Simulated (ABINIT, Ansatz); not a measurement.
# Nb (Im-3m): zone-centre phonons

Which modes does Nb (Im-3m) have at the zone centre?

Main program and level: ABINIT 10.8.3; DFT LDA, scalar-relativistic, plane waves, PseudoDojo norm-conserving pseudopotentials.

The database entry behind the starting cell differs from later determinations by our own check (about 0.8 % long, hydrogen-cycled sample), so it need not match the best structure at ambient conditions.

**1. Starting point**

It takes space group Im-3m (No. 229, cubic). Conventional cell: a = 3.248 Å, b = 3.248 Å, c = 3.248 Å, α = 90.00°, β = 90.00°, γ = 90.00°. Nearest to Nb lie 8 Nb at 2.81 Å.

**2. Relaxation**

The harmonic expansion starts where the forces on the atoms vanish, and stress shifts the frequencies, so cell and atoms are relaxed with tight thresholds.

The starting cell comes from a relaxation made beforehand in Ansatz (LDA, PseudoDojo NC).

Contents of relax.abi:

```
# relaxation
ionmov 2
optcell 2
ecutsm 0.5
dilatmx 1.08
ntime 40
tolmxf 2.0d-06
tolvrs 1.0d-14
prtwf 0
prtden 0
chksymtnons 0

# basis, mesh and filling
ecut 37.0
ngkpt 14 14 14
nshiftk 1
shiftk 0.0 0.0 0.0
istwfk *1
occopt 7
tsmear 0.01
nband 12
nstep 100
diemac 1000000.0
prtebands 0
prtgsr 0
useylm 1

# cell and atoms
acell 5.315324314 5.315324314 5.315324314
rprim 
    -0.5773502692 0.5773502692 0.5773502692
    0.5773502692 -0.5773502692 0.5773502692
    0.5773502692 0.5773502692 -0.5773502692
ntypat 1
znucl 41
natom 1
typat 1
xred 
    0.0 0.0 0.0
pp_dirpath "./pseudo"
pseudos "Nb.upf"
```

Run with:

```
$ OMP_NUM_THREADS=1 mpirun -n 4 abinit relax.abi > relax.log
```

Numbers of over 12 decimals in the logs are rounded to 6 here.

relax.abo, the main output file:

```text
[banners, grids, parts of the stress and lines that vanish by symmetry left out]
- input  file    -> relax.abi
- output file    -> relax.abo
- root for input  files -> relaxi
[...]
Symmetries : space group Im -3 m (#229); Bravais cI (body-center cubic)
[...]
mpw =        1581          nfft =       32768          nkpt =         104
[...]
== DATASET  1 ==================================================================
[...]
cutoff_energies: {ecut:  37.0, pawecutdg:  -1.0, }
[...]
ETOT  1  -62.316423383294    -6.232E+01 1.376E-01 7.995E+01
 ETOT  2  -62.345224538906    -2.880E-02 3.425E-02 1.019E+01
 ETOT  3  -62.347063636016    -1.839E-03 3.976E-03 1.264E-03
 ETOT  4  -62.347064485476    -8.495E-07 2.833E-03 3.204E-05
 ETOT  5  -62.347064490152    -4.677E-09 3.108E-04 8.083E-08
[...]
At SCF step    8       vres2   =  2.94E-15 < tolvrs=  1.00E-14 =>converged.
[...]
sigma(1 1)= -1.55415863E-05  sigma(3 2)=  0.00000000E+00
  sigma(2 2)= -1.55415863E-05  sigma(3 1)=  0.00000000E+00
  sigma(3 3)= -1.55415863E-05  sigma(2 1)=  0.00000000E+00
[...]
convergence: {deltae: -1.336E-12, res2:  2.940E-15, residm:  1.166E-04, diffor: null, }
etotal    :  -6.23470645E+01
[...]
ETOT  1  -62.347061239950    -6.235E+01 7.855E-05 3.023E-02
[...]
At SCF step    7       vres2   =  1.71E-16 < tolvrs=  1.00E-14 =>converged.
[...]
sigma(1 1)= -6.53981114E-06  sigma(3 2)=  0.00000000E+00
  sigma(2 2)= -6.53981114E-06  sigma(3 1)=  0.00000000E+00
  sigma(3 3)= -6.53981114E-06  sigma(2 1)=  0.00000000E+00
[...]
convergence: {deltae: -2.117E-12, res2:  1.714E-16, residm:  1.230E-05, diffor: null, }
etotal    :  -6.23470663E+01
[...]
ETOT  1  -62.347063982685    -6.235E+01 1.241E-05 1.606E-02
[...]
ETOT  6  -62.347066658350    -2.061E-13 1.767E-06 4.818E-14
 ETOT  7  -62.347066658350    -3.268E-13 9.985E-07 8.760E-17
 At SCF step    7       vres2   =  8.76E-17 < tolvrs=  1.00E-14 =>converged.
[...]
sigma(1 1)= -8.23099846E-09  sigma(3 2)=  0.00000000E+00
  sigma(2 2)= -8.23099846E-09  sigma(3 1)=  0.00000000E+00
  sigma(3 3)= -8.23099846E-09  sigma(2 1)=  0.00000000E+00
[...]
convergence: {deltae: -3.268E-13, res2:  8.760E-17, residm:  9.985E-07, diffor: null, }
etotal    :  -6.23470667E+01
[...]
At Broyd/MD step   3, gradients are converged :
[...]
sigma(1 1)= -8.23099846E-09  sigma(3 2)=  0.00000000E+00
  sigma(2 2)= -8.23099846E-09  sigma(3 1)=  0.00000000E+00
  sigma(3 3)= -8.23099846E-09  sigma(2 1)=  0.00000000E+00
[...]
- sigma(1 1)= -2.42164335E-04  sigma(3 2)=  0.00000000E+00
- sigma(2 2)= -2.42164335E-04  sigma(3 1)=  0.00000000E+00
- sigma(3 3)= -2.42164336E-04  sigma(2 1)=  0.00000000E+00
[...]
fcart     -0.0000000000E+00 -0.0000000000E+00 -0.0000000000E+00
           strten     -8.2309984609E-09 -8.2309984557E-09 -8.2309984644E-09
================================================================================

[key lines of the parts left out:]
pressure_GPa:   2.4216E-04
Total energy (etotal) [Ha]= -6.23470666583500E+01
```

Run time: 70 s. Hardware: 4 MPI ranks of Intel Xeon Platinum 8488C (Sapphire Rapids), shared host; 3.4 min of CPU time.

Little changed from the start: no atom moved by 0.005 Å and no cell edge by 0.1 %.

Numbers from this step:

```yaml
volume_per_atom: 17.17 Å³
pressure: 2.42e-4 GPa
gap_on_the_k_mesh: 0 eV
```

The volume changes by +0.2 % from the cell with which this run began.

**3. Self-consistent run for the response**

The response is built on these wavefunctions, so the potential is converged far more tightly than an energy would need. Occupations are smeared.

Contents of gs.abi:

```
# ground state
tolvrs 1.0d-16
prtden 1
prtwf 1

# basis, mesh and filling
ecut 37.0
ngkpt 16 16 16
nshiftk 1
shiftk 0.0 0.0 0.0
istwfk *1
occopt 7
tsmear 0.01
nband 12
nstep 100
diemac 1000000.0
prtebands 0
prtgsr 0
useylm 1

# cell and atoms
acell 5.319607385 5.319607385 5.319607385
rprim 
    -0.5773502692 0.5773502692 0.5773502692
    0.5773502692 -0.5773502692 0.5773502692
    0.5773502692 0.5773502692 -0.5773502692
ntypat 1
znucl 41
natom 1
typat 1
xred 
    0.0 0.0 0.0
pp_dirpath "./pseudo"
pseudos "Nb.upf"
```

Run with:

```
$ OMP_NUM_THREADS=1 mpirun -n 4 abinit gs.abi > gs.log
```

gs.abo, the main output file:

```text
[banners, grids, parts of the stress and lines that vanish by symmetry left out]
- input  file    -> gs.abi
- output file    -> gs.abo
- root for input  files -> gsi
[...]
Symmetries : space group Im -3 m (#229); Bravais cI (body-center cubic)
[...]
mpw =        1264          nfft =       27000          nkpt =         145
[...]
== DATASET  1 ==================================================================
[...]
cutoff_energies: {ecut:  37.0, pawecutdg:  -1.0, }
[...]
ETOT  1  -62.316000128342    -6.232E+01 1.969E-01 6.594E+01
 ETOT  2  -62.345415008528    -2.941E-02 2.887E-02 8.372E+00
 ETOT  3  -62.347249941071    -1.835E-03 9.046E-03 8.184E-04
 ETOT  4  -62.347251287309    -1.346E-06 1.020E-02 4.172E-05
 ETOT  5  -62.347251294932    -7.623E-09 4.647E-04 1.413E-07
 ETOT  6  -62.347251294961    -2.885E-11 4.520E-04 1.743E-10
 ETOT  7  -62.347251294960     5.755E-13 3.648E-04 1.664E-12
 ETOT  8  -62.347251294963    -2.750E-12 5.012E-04 5.892E-15
 ETOT  9  -62.347251294960     3.205E-12 3.785E-04 3.279E-19
 At SCF step    9       vres2   =  3.28E-19 < tolvrs=  1.00E-16 =>converged.
[...]
sigma(1 1)=  2.80200556E-05  sigma(3 2)=  0.00000000E+00
  sigma(2 2)=  2.80200556E-05  sigma(3 1)=  0.00000000E+00
  sigma(3 3)=  2.80200556E-05  sigma(2 1)=  0.00000000E+00
[...]
convergence: {deltae:  3.205E-12, res2:  3.279E-19, residm:  3.785E-04, diffor: null, }
etotal    :  -6.23472513E+01
[...]
sigma(1 1)=  2.80200556E-05  sigma(3 2)=  0.00000000E+00
  sigma(2 2)=  2.80200556E-05  sigma(3 1)=  0.00000000E+00
  sigma(3 3)=  2.80200556E-05  sigma(2 1)=  0.00000000E+00
[...]
- sigma(1 1)=  8.24378497E-01  sigma(3 2)=  0.00000000E+00
- sigma(2 2)=  8.24378497E-01  sigma(3 1)=  0.00000000E+00
- sigma(3 3)=  8.24378497E-01  sigma(2 1)=  0.00000000E+00
[...]
fcart     -0.0000000000E+00 -0.0000000000E+00 -0.0000000000E+00
           strten      2.8020055582E-05  2.8020055582E-05  2.8020055582E-05
================================================================================

[key lines of the parts left out:]
pressure_GPa:  -8.2438E-01
```

The job ended after 67 s (4 MPI ranks; 1.8 min of CPU time).

Numbers from this step:

| Item | Value |
| --- | --- |
| pressure | -0.8244 GPa |

The cell stands at -0.82 GPa: the relaxation ran with a smoothed cutoff and on another k mesh.

[end of part 1 of 3]

[Host names and launcher messages were left out of these logs when they were recorded.]

[Logs are printed without paths, hosts, clocks, repeated set-up lines and the standing remarks that a program may print on its own settings, such as how far it seeks lower states.]

[Hosts, paths, dates, database ids (printed as entryN), source tags and the programs' standing remarks are cut or masked in the printed files.]
